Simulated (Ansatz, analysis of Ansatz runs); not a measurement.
## Local vibrational mode of the Al-H pair in alpha-quartz (HSE06)

Subject: Al-H pair in alpha-quartz. Wanted: its local vibrational mode, in one set-up (HSE06, 72-site cell, PBE lattice, 420 eV, k: the zone centre alone, relaxed with the hybrid, anharmonic cut along the mode). The model is a cell of 72 host atoms with Al put on another atom's site and H put in between. The frequencies come from force constants among the defect atom and its neighbours, with the masses of the isotopes named. Exact exchange opens the gap, stiffens bonds and lessens the self-interaction error, at many times the cost.

What was measured. O-H stretch, 1H: 3378 cm⁻¹ at 300 K, by diffuse reflectance FTIR (“Structural evolution of water and hydroxyl groups during thermal, mechanical and chemical treatment of high purity natural quartz”, 2020, pmc:9055915). O-H stretch, 1H: 3313 cm⁻¹ at 300 K, by diffuse reflectance FTIR (“Structural evolution of water and hydroxyl groups during thermal, mechanical and chemical treatment of high purity natural quartz”, 2020, pmc:9055915).

Method: plane-wave PAW DFT, HSE06; relaxation of all atoms of a defect supercell, in Ansatz 0.2.0.

Most raw output is cut from this account.

**1. The structure**

The cell holds 73 atoms: 23 Si, 48 O, 1 Al and 1 H. Its edges and angles: a = 10.037 Å, b = 10.037 Å, c = 11.018 Å, α = 90.0°, β = 90.0°, γ = 120.0°. It derives from SiO2 (space group P3_221). Nearest the centre at fractional (0.218, 0.153, 0.418): O4 at 0.32 Å, Al12 at 1.31 Å, H73 at 1.33 Å, Si1 at 1.89 Å, O16 at 2.40 Å, O9 at 2.41 Å, O15 at 2.41 Å, O27 at 2.79 Å.

The host's primitive cell comes from a first run (plane-wave PAW DFT, PBE; relaxation of the host's cell and atoms): vectors of 5.018, 5.018 and 5.509 Å. That is 13.35 Å³ an atom, 6.1 % over the diffraction cell's volume. The supercell is built on it.

**2. Relaxation, charge 0**

Every later number rests on the structure around the defect, so the atoms are relaxed at the host's lattice first.

The input, relax/input.yaml:

```yaml
relax:
  f_tol: 0.01
  max_steps: 80
  random_displacement: { amplitude: 0.02, seed: 35 }
crystal:
  lattice:
    - [10.03667681, 0.0, 0.0]
    - [-5.01833841, 8.69201709, 0.0]
    - [0.0, 0.0, 11.01794811]
  atoms:
    - { symbol: Si, position: [0.238184543, 0.0, 0.333333333] }
    - { symbol: Si, position: [0.0, 0.238184543, 0.166666667] }
    - { symbol: Si, position: [0.261815457, 0.261815457, 0.0] }
    - { symbol: O, position: [0.207203439, 0.128060007, 0.397141938] }
    - { symbol: O, position: [0.371939993, 0.079143432, 0.230475271] }
    - { symbol: O, position: [0.420856568, 0.292796561, 0.063808604] }
    - { symbol: O, position: [0.128060007, 0.207203439, 0.102858062] }
    - { symbol: O, position: [0.079143432, 0.371939993, 0.269524729] }
[... 61 atom lines left out ...]
    - { symbol: O, position: [0.628060007, 0.707203439, 0.602858062] }
    - { symbol: O, position: [0.579143432, 0.871939993, 0.769524729] }
    - { symbol: O, position: [0.792796561, 0.920856568, 0.936191396] }
    - { symbol: H, position: [0.171375439, 0.047432007, 0.331329938] }
basis:
  ecutwfc: 420
  xc_grid: 2
hamiltonian:
  xc: hse06
kpoints:
  mp_grid: { grid: [1, 1, 1] }
scf:
  occupations: { method: fermi_dirac, width: 0.01 }
  max_iter: 120
output:
  forces: true
checkpoint:
  write: "../relax.run"
  compress: false
  write_wavefunctions: true
  write_every: 100000
```

Run with:

```
ansatz run input.yaml --threads 4 --pin off --max-ram 7536MiB --backend cpu --events-out ev --progress --plain --runs-dir out
```

The job ended after 22 min (4 threads of Arm Neoverse V2, shared host; peak memory 2.3 GiB).

Step by step:

```
step  energy less that of the first step (eV)  largest force component (eV/Å)
   1                                   0.0000                         32.2175
   2                                  -5.9012                         15.2377
   3                                  -9.4630                          7.5804
   4                                 -10.9066                          3.0895
   5                                 -11.4645                          1.7933
   6                                 -11.8575                          1.1533
   7                                 -12.0905                          1.0363
   8                                 -12.1905                          0.3098
   9                                 -12.2222                          0.1828
  10                                 -12.2337                          0.4339
  11                                 -12.2415                          0.1397
  12                                 -12.2307                          0.3074
  13                                 -12.2507                          0.0314
  14                                 -12.2513                          0.0353
  15                                 -12.2518                          0.0227
  16                                 -12.2519                          0.0164
  17                                 -12.2519                          0.0298
  18                                 -12.2519                          0.0047
  19                                 -12.2519                          0.0047
```

Relaxation step 12 was tried and not accepted.

The atoms that moved most (Å, from the sites as typed, ahead of the random displacement, the mean shift of all atoms taken out):

```
atom      dx      dy      dz  length
 H73  -1.116  -0.058   0.866   1.414
  O4  -0.221  -0.289   0.051   0.367
 O15   0.194  -0.191  -0.138   0.305
 O63   0.259  -0.004  -0.126   0.288
  O5  -0.114   0.149   0.124   0.225
 O49  -0.052  -0.157   0.134   0.213
 O40   0.146  -0.096   0.105   0.203
 O50  -0.097   0.137   0.096   0.194
```

The atoms nearest to the centre after the run:

```
atom  distance (Å)
  O4         0.580
Al12         1.391
 H73         1.446
 Si1         1.981
 O15         2.350
  O9         2.383
 O16         2.538
  O5         2.695
```

Neighbours of the added atoms: H73: O4 0.98, O63 2.08, Si1 2.25 Å.

Read from the output:

```yaml
free_energy: -42503.5866 eV
```

The relaxation ends 168 meV an atom lower than the displaced start, with a largest force component of 0.0047 eV/Å.

**3. Local vibrational modes**

A local mode lives on the defect and the atoms next to it, so only the sites listed in the input are displaced, which costs far fewer SCF runs than the whole cell would.

This step: plane-wave PAW DFT, HSE06; finite-displacement force constants among the atoms nearest to a defect, the others at rest.

The input, modes/input.yaml:

```yaml
crystal:
  lattice:
    - [10.03667681, 0.0, 0.0]
    - [-5.01833841, 8.69201709, 0.0]
    - [0.0, 0.0, 11.01794811]
  atoms:
    - { symbol: Si, position: [0.231776541, -0.011685131, 0.329846269] }
    - { symbol: Si, position: [0.000692365, 0.246701386, 0.161761815] }
[... 1 atom line left out ...]
    - { symbol: O, position: [0.168400794, 0.094570915, 0.401536273] }
    - { symbol: O, position: [0.369035833, 0.096070951, 0.241482445] }
[... 3 atom lines left out ...]
    - { symbol: O, position: [0.29066614, 0.418441327, 0.423270494] }
[... 2 atom lines left out ...]
    - { symbol: Al, position: [0.264551476, 0.265780444, 0.50728737] }
[... 2 atom lines left out ...]
    - { symbol: O, position: [0.429078418, 0.270636011, 0.551099447] }
    - { symbol: O, position: [0.126590811, 0.207119993, 0.616776115] }
[... 2 atom lines left out ...]
    - { symbol: Si, position: [0.240567936, 0.503351773, 0.328753915] }
[... 6 atom lines left out ...]
    - { symbol: O, position: [0.081868671, 0.864489099, 0.259107896] }
    - { symbol: O, position: [0.288015353, 0.915052837, 0.432153647] }
[... 35 atom lines left out ...]
    - { symbol: O, position: [0.81822758, 0.920125388, 0.424589698] }
[... 9 atom lines left out ...]
    - { symbol: H, position: [0.056645652, 0.040512491, 0.409680284] }
basis:
  ecutwfc: 420
  xc_grid: 2
hamiltonian:
  xc: hse06
kpoints:
  mp_grid: { grid: [1, 1, 1] }
scf:
  occupations: { method: fermi_dirac, width: 0.01 }
  max_iter: 120
output: {}
checkpoint:
  read: "../relax.run"
phonons:
  supercell: [1, 1, 1]
  displaced_sites: [3, 72]
```

Wall time 22 min (4 threads); peak memory 2.4 GiB.

Numbers from this step:

| Quantity | Value |
| --- | --- |
| free energy | -42503.5867 eV |

The modes with the largest weight on the probed atoms (the light atom of a pair), for the masses of each isotope. Modes of the displaced atoms (local only where they lie over the host's phonons):

```
isotopes  mode (cm⁻¹)  share of the defect atoms
       H         3573                      0.941
       H         1196                      0.899
       H          546                      0.897
       D         2602                      0.885
       D          908                      0.628
       D        408.5                      0.723
```

**4. Point 1 along the mode**

A light atom samples the curved part of its well, so the energy is mapped along the mode and the one-dimensional Schrödinger equation solved on it.

This step: plane-wave PAW DFT, HSE06; single point of a defect supercell.

cut0/input.yaml, as its differences from modes/input.yaml of step 3:

```diff
@@ -9,3 +9,3 @@
 [... 1 atom line left out ...]
-    - { symbol: O, position: [0.168400794, 0.094570915, 0.401536273] }
+    - { symbol: O, position: [0.166373546, 0.093612541, 0.401686425] }
     - { symbol: O, position: [0.369035833, 0.096070951, 0.241482445] }
@@ -26,3 +26,3 @@
 [... 9 atom lines left out ...]
-    - { symbol: H, position: [0.056645652, 0.040512491, 0.409680284] }
+    - { symbol: H, position: [0.08889026, 0.055787029, 0.407342552] }
 basis:
@@ -37,7 +37,5 @@
   max_iter: 120
-output: {}
+output:
+  forces: true
 checkpoint:
   read: "../relax.run"
-phonons:
-  supercell: [1, 1, 1]
-  displaced_sites: [3, 72]
```

The job ended after 77 s (4 threads; peak memory 2.3 GiB).

Read from the output:

```
free energy : -42499.0152 eV
```

The series, run alike:

```
                   run    outcome  energy less the first (eV)  moment (μB)  time
point 1 along the mode  converged                      0.0000         0.00  77 s
point 2 along the mode  converged                     -2.6542         0.00  74 s
point 3 along the mode  converged                     -3.8403         0.00  76 s
point 4 along the mode  converged                     -4.4213         0.00  76 s
point 5 along the mode  converged                     -4.4673         0.00  78 s
point 6 along the mode  converged                     -4.2219         0.00  78 s
point 7 along the mode  converged                     -3.9319         0.00  80 s
point 8 along the mode  converged                     -3.5815         0.00  81 s
point 9 along the mode  converged                     -3.2476         0.00  82 s
```

**5. Anharmonic fundamental**

Analysis of the runs above: one-dimensional Schroedinger equation on a polynomial through HSE06 energies along the local mode.

It gives:

```yaml
stretch: 3367 cm⁻¹
stretch_harmonic: 3573 cm⁻¹
```

The energy by normal coordinate:

```
normal coordinate (amu½ Å)  energy (eV)
                    -0.291         4.57
                    -0.214         1.92
                    -0.146        0.731
                    -0.073        0.150
                     0.000            0
                     0.073        0.104
                     0.146        0.349
                     0.214        0.639
                     0.291        0.990
                     0.369         1.32
```

**6. What came out**

```yaml
distance_from_the_defect_atom_to_its_nearest_neighbour: 0.976 Å
o_h_stretch_1h: 3367 cm⁻¹
time_of_the_whole_chain: 55 min on 4 threads
```

**Reading.** O-H stretch, 1H: computed 3367 cm⁻¹, measured 3378 cm⁻¹ and 3313 cm⁻¹; 11 cm⁻¹ (0 %) below the nearest measurement. The anharmonic cut moves the O-H stretch, 1H from 3573 to 3367 cm⁻¹; a straight cut leaves out the coupling to the other modes. Only the named neighbours move, so modes near the host's band are approximate. Limits: the zone centre alone is a coarse sampling for this cell.

[Logs are printed without paths, hosts, clocks, repeated set-up lines and the standing remarks that a program may print on its own settings, such as how far it seeks lower states.]

[Hosts, paths, dates, database ids (printed as entryN), source tags and the programs' standing remarks are cut or masked in the printed files.]

[For some hosts the program warned that the k-mesh of the response run may be too coarse for force constants and the static dielectric constant; such warnings are not shown here.]
